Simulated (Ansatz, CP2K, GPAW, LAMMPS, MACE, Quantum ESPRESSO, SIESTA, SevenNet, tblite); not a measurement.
# Which run comes nearest? Liquid (Rb,Li,Na)Br at 1000 K (90 atoms)

Density of this cell: 2.63 g/cm³. The cell holds 90 atoms: 12 Rb, 10 Li, 23 Na and 45 Br. Cell: a = 14.887 Å, b = 14.887 Å, c = 14.887 Å, α = 90.0°, β = 90.0°, γ = 90.0°. 90 atoms (12 Rb, 10 Li, 23 Na, 45 Br) placed at random at 2.63 g/cm³, melted at 1800 K for 10 ps at fixed volume with the Lennard-Jones and Coulomb ion parameters for SPC/E (Joung and Cheatham, J. Phys. Chem. B 112, 9020 (2008)), full charges. Snapshot at the end of a hold of 20 ps at 1000 K and fixed volume.

Geometry: as built.

The reference, a calculation:

* method: Kohn-Sham DFT, PBE, PAW, plane waves (Ansatz 0.2.0); cutoff 420 eV, Γ point, fermi-dirac smearing of 0.05 eV; PAW set soft_2
* r.m.s. force component: 0.2726 eV/Å
* longest force: 1.016 eV/Å
* pressure: -0.1747 GPa
* gap (highest filled to lowest empty level): 2.943 eV
* SCF cycles: 7
* time: 20 s on 8 threads of Arm Neoverse V2, shared host
* CPU time: 2.5 min

Runs, in no order:
A. MACE MP-0b3 medium potential: machine-learned interatomic potential MACE MP-0b3 medium, trained on PBE(+U) plane-wave data
B. CP2K PBE, DZVP-MOLOPT-SR, 800/50 Ry, diagonalisation: Kohn-Sham DFT, PBE, GTH-PBE pseudopotentials, Gaussian and plane waves, DZVP-MOLOPT-SR-GTH, diagonalisation
C. tblite GFN1-xTB: GFN1-xTB tight binding, diagonalisation
D. QE PBE, sssp-1.3.0-efficiency, 45/360 Ry: Kohn-Sham DFT, PBE, SSSP efficiency 1.3.0 pseudopotentials, plane waves
E. SIESTA PBE, SZ, shift 0.02 Ry, mesh 500 Ry: Kohn-Sham DFT, PBE, PseudoDojo 0.4.1 norm-conserving pseudopotentials (converted to PSML), numerical atomic orbitals (SZ), diagonalisation

Q: Order them from the smallest to the largest r.m.s. force difference.

D, A, C, E, B.

```csv
run,"Δ force, r.m.s. (meV/Å)",share of r.m.s. force (%),CPU time
"D. QE PBE, sssp-1.3.0-efficiency, 45/360 Ry",4.04,1.48,25 min
A. MACE MP-0b3 medium potential,50.0,18.3,6.6 s
C. tblite GFN1-xTB,88.0,32.3,4.3 s
"E. SIESTA PBE, SZ, shift 0.02 Ry, mesh 500 Ry",124,45.4,2.5 min
"B. CP2K PBE, DZVP-MOLOPT-SR, 800/50 Ry, diagonalisation",201,73.6,9 min
```

Periodic xTB results under one method name differ between programs and library versions. The network of bonds at the start is that of the classical potential that made the cell, and needn't be the one that DFT or experiment would give. The electronic-structure runs sample only Γ, in a cell whose shortest periodic width is 15 Å.

[Logs are printed without paths, hosts, clocks, repeated set-up lines and the standing remarks that a program may print on its own settings, such as how far it seeks lower states.]

[Hosts, paths, dates, database ids (printed as entryN), source tags and the programs' standing remarks are cut or masked in the printed files.]
